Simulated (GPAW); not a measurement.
# Local fields, kernels and plasmons in SnS2 (1T monolayer)

Wanted: optical spectrum and plasmon of SnS2 (1T monolayer), with cost.

Main program and level: GPAW 26.7.0; LDA and many-body steps on it, plane waves.

The raw output is cut from this account; settings, times and results stay.

## (1) The starting structure

The cell holds 3 atoms: 1 Sn and 2 S. Its edges and angles: a = 3.613 Å, b = 3.613 Å, c = 13.900 Å, α = 90.0°, β = 90.0°, γ = 120.0°. Vacuum lies along c.

As a file:

```cif
data_structure
_symmetry_space_group_name_H-M 'P 1'
_symmetry_Int_Tables_number 1
_cell_length_a 3.6126
_cell_length_b 3.6126
_cell_length_c 13.9000
_cell_angle_alpha 90.000
_cell_angle_beta 90.000
_cell_angle_gamma 120.000
_cell_volume 157.10
loop_
_atom_site_label
_atom_site_type_symbol
_atom_site_fract_x
_atom_site_fract_y
_atom_site_fract_z
_atom_site_occupancy
Sn1 Sn 0.00000 0.00000 0.50000 1
S2 S 0.33333 0.66667 0.60541 1
S3 S 0.66667 0.33333 0.39459 1
```

The structure was relaxed with LDA. The runs that relaxed it are not among those shown.

## (2) Empty states on the mesh, 12×12×1 mesh, 79 bands

This step: GPAW 26.7.0; DFT, LDA, plane waves, PAW.

The sums over transitions need many empty states on a uniform mesh; this step solves for them.

File run.py:

```python
import json
import numpy as np
from gpaw.mpi import world
from gpaw import GPAW

calc = GPAW('gs.gpw').fixed_density(kpts={'size': (12, 12, 1), 'gamma': True},
    nbands=92,
    convergence={'bands': 79},
    txt='nscf.txt')
calc.write('full.gpw', mode='all')
res = {}
kpts = calc.get_ibz_k_points()
res['kpts'] = kpts
res['eigenvalues'] = [calc.get_eigenvalues(kpt=k) for k in range(len(kpts))]
res['n_electrons'] = calc.get_number_of_electrons()

if world.rank == 0:
    with open('result.json', 'w') as f:
        json.dump(res, f, default=lambda x: x.tolist())
```

Run with:

```console
$ mpirun -n 8 gpaw python run.py
```

Run time: 24 s. Hardware: 8 MPI ranks of Arm Neoverse V2, shared host; peak memory 1.4 GiB.

Read from the output:

```yaml
gap: 1.482 eV
k_of_the_valence_top: 0.1667, 0, 0
k_of_the_conduction_bottom: 0.5, 0.5, 0
least_direct_gap: 1.760 eV
k_points_computed: 19
lowest_point_of_the_top_converged_band_above_the_valence_top: 31.16 eV
```

On this mesh the gap is 1.482 eV.

## (3) RPA response

The response function is computed on a frequency grid, with local fields up to the given cutoff.

This step: linear response, RPA, on LDA, plane waves, PAW.

File run.py:

```python
import json
import numpy as np
from gpaw.mpi import world
from gpaw.response.df import DielectricFunction

df = DielectricFunction('full.gpw',
    ecut=50,
    nbands=79,
    eta=0.2,
    frequencies={'type': 'nonlinear', 'domega0': 0.05, 'omega2': 10.0},
    intraband=False,
    truncation='2D',
    txt='df.txt')
res = {'optical': {}, 'eels': []}
for d in 'x':
    y0, y = df.get_polarizability(direction=d, xc='RPA', filename=None)
    res['optical'][d] = [y0.real, y0.imag, y.real, y.imag]
res['w'] = df.get_frequencies()
for q_c in [[0.0833333333, 0, 0], [0.25, 0, 0], [0.5, 0, 0], [0.75, 0, 0], [1.25, 0, 0]]:
    res['eels'].append(df.get_eels_spectrum(q_c=q_c, xc='RPA', filename=None))

if world.rank == 0:
    with open('result.json', 'w') as f:
        json.dump(res, f, default=lambda x: x.tolist())
```

Run with:

```console
$ mpirun -n 8 gpaw python run.py
```

Wall time 30 s (8 MPI ranks); peak memory 4 GiB.

Read from the output:

* static polarisability of the sheet (Å): 3.323
* the same without local fields: 3.803

The static value is 3.32.

The Im polarisability of the sheet has structure finer than the step of the table below, so its rows give means over 2 eV. Peaks (eV: height): xx, no local fields 5.0: 7.18; xx, local fields 5.0: 6.40, 6.8: 4.06.

RPA, broadening 0.2 eV. Table of Im polarisability of the sheet by photon energy; means over each step:

```csv
photon energy (eV),"xx, no local fields (Å)","xx, local fields (Å)"
2,0.659,0.591
4,5.09,4.26
6,5.11,4.29
8,2.23,2.14
10,1.41,1.29
12,0.668,0.638
14,0.390,0.433
16,0.214,0.292
18,0.131,0.185
20,0.0854,0.156
22,0.0521,0.124
24,0.0422,0.0946
26,0.101,0.116
28,0.0681,0.103
30,0.0335,0.0632
32,0.0350,0.0575
34,0.0324,0.0375
36,0.0267,0.0247
38,0.0249,0.0238
```

## (4) RPA response, local-field cutoff (12×12×1 mesh, 79 bands, screening to 5 eV, broadening 0.2 eV)

run.py, as its differences from that of step 3:

```diff
@@ -6,3 +6,3 @@
 df = DielectricFunction('full.gpw',
-    ecut=50,
+    ecut=5,
     nbands=79,
@@ -18,3 +18,3 @@
 res['w'] = df.get_frequencies()
-for q_c in [[0.0833333333, 0, 0], [0.25, 0, 0], [0.5, 0, 0], [0.75, 0, 0], [1.25, 0, 0]]:
+for q_c in [[0.5, 0, 0]]:
     res['eels'].append(df.get_eels_spectrum(q_c=q_c, xc='RPA', filename=None))
```

Run with:

```console
$ mpirun -n 8 gpaw python run.py
```

Elapsed: 8.1 s, on 8 MPI ranks; peak memory 2.2 GiB; 57 s of CPU time.

Read from the output:

| Quantity | Value |
| --- | --- |
| static polarisability of the sheet (Å) | 3.803 |
| the same without local fields | 3.803 |

The static value is 3.80.

## (5) RPA response, fewer bands (12×12×1 mesh, 18 bands, screening to 50 eV, broadening 0.2 eV)

run.py, as its differences from that of step 4:

```diff
@@ -6,4 +6,4 @@
 df = DielectricFunction('full.gpw',
-    ecut=5,
-    nbands=79,
+    ecut=50,
+    nbands=18,
     eta=0.2,
@@ -18,3 +18,3 @@
 res['w'] = df.get_frequencies()
-for q_c in [[0.5, 0, 0]]:
+for q_c in []:
     res['eels'].append(df.get_eels_spectrum(q_c=q_c, xc='RPA', filename=None))
```

Run with:

```console
$ mpirun -n 8 gpaw python run.py
```

Elapsed: 4.3 s, on 8 MPI ranks; peak memory 2.6 GiB.

This step gave:

* static polarisability of the sheet (Å): 3.145
* the same without local fields: 3.516

## (6) RPA response, scissors (12×12×1 mesh, 79 bands, screening to 50 eV, broadening 0.2 eV)

run.py, as its differences from that of step 5:

```diff
@@ -7,3 +7,3 @@
     ecut=50,
-    nbands=18,
+    nbands=79,
     eta=0.2,
@@ -12,2 +12,3 @@
     truncation='2D',
+    eshift=1.0,
     txt='df.txt')
```

Run with:

```console
$ mpirun -n 8 gpaw python run.py
```

Run time: 7.3 s. Hardware: 8 MPI ranks; peak memory 3.7 GiB.

Numbers from this step:

```yaml
static_polarisability_of_the_sheet_a: 2.789
the_same_without_local_fields: 3.165
```

The static value is 2.79.

## (7) RPA response, unknown integration mode (12×12×1 mesh, 79 bands, screening to 30 eV, broadening 0.2 eV)

run.py, as its differences from that of step 6:

```diff
@@ -6,3 +6,3 @@
 df = DielectricFunction('full.gpw',
-    ecut=50,
+    ecut=30,
     nbands=79,
@@ -12,3 +12,3 @@
     truncation='2D',
-    eshift=1.0,
+    integrationmode='gaussian',
     txt='df.txt')
```

Run with:

```console
$ mpirun -n 8 gpaw python run.py
```

The job ended after 12 s (8 MPI ranks; peak memory 1.2 GiB).

The run stopped with an error after 12 s.

The program's words: ValueError: Integration mode "gaussian" not implemented.

The fault put into this input: unknown integration mode.

## (8) The runs together

Times are wall times on 8 MPI ranks of Arm Neoverse V2, shared host, good to a factor of about two.

```csv
run,static polarisability (Å),without local fields,loss peak (eV),time
RPA response,3.32,3.80,-,30 s
"RPA response, local-field cutoff (12×12×1 mesh, 79 bands, screening to 5 eV, broadening 0.2 eV)",3.80,3.80,-,8.1 s
"RPA response, fewer bands (12×12×1 mesh, 18 bands, screening to 50 eV, broadening 0.2 eV)",3.15,3.52,-,4.3 s
"RPA response, scissors (12×12×1 mesh, 79 bands, screening to 50 eV, broadening 0.2 eV)",2.79,3.17,-,7.3 s
```

## (9) What came out

- RPA response: static polarisability (Å) 3.32
- RPA response, local-field cutoff (12×12×1 mesh, 79 bands, screening to 5 eV, broadening 0.2 eV): static polarisability (Å) 3.80
- RPA response, fewer bands (12×12×1 mesh, 18 bands, screening to 50 eV, broadening 0.2 eV): static polarisability (Å) 3.15
- RPA response, scissors (12×12×1 mesh, 79 bands, screening to 50 eV, broadening 0.2 eV): static polarisability (Å) 2.79

In the optical limit the electronic static polarisability (Å) is 3.32, against 3.80 without local fields. RPA response, local-field cutoff (12×12×1 mesh, 79 bands, screening to 5 eV, broadening 0.2 eV): static polarisability (Å) = 3.80. RPA response, fewer bands (12×12×1 mesh, 18 bands, screening to 50 eV, broadening 0.2 eV): static polarisability (Å) = 3.15. RPA response, scissors (12×12×1 mesh, 79 bands, screening to 50 eV, broadening 0.2 eV): static polarisability (Å) = 2.79. ε(0) converges slowly with a Γ-centred mesh, and this one is not shown settled. Unless a shift is named, the levels are those of the density functional, and only a kernel with a long-range part can bind an exciton.

[Long decimals in the printed logs are rounded to 6 places.]

[Logs are printed without paths, hosts, clocks, repeated set-up lines and the standing remarks that a program may print on its own settings, such as how far it seeks lower states.]

[Paths, hosts, dates, memory and timing lines, banners, echoed tables and standing remarks are left out of the program output; an Ansatz launch command may be rebuilt from the run's recorded settings. Measured values are a selection of at most five: reports struck by readers or far from the other reports are left out. None is set beside runs whose start may be inverted or whose files or cutoffs have a known fault.]

[Runs of the session that timed out or met a known fault of the program may be left out.]

[Hosts, paths, dates, database ids (printed as entryN), source tags and the programs' standing remarks are cut or masked in the printed files.]

[Where the starting crystal was built by hand or by swapping elements, it need not be the compound's stable phase.]
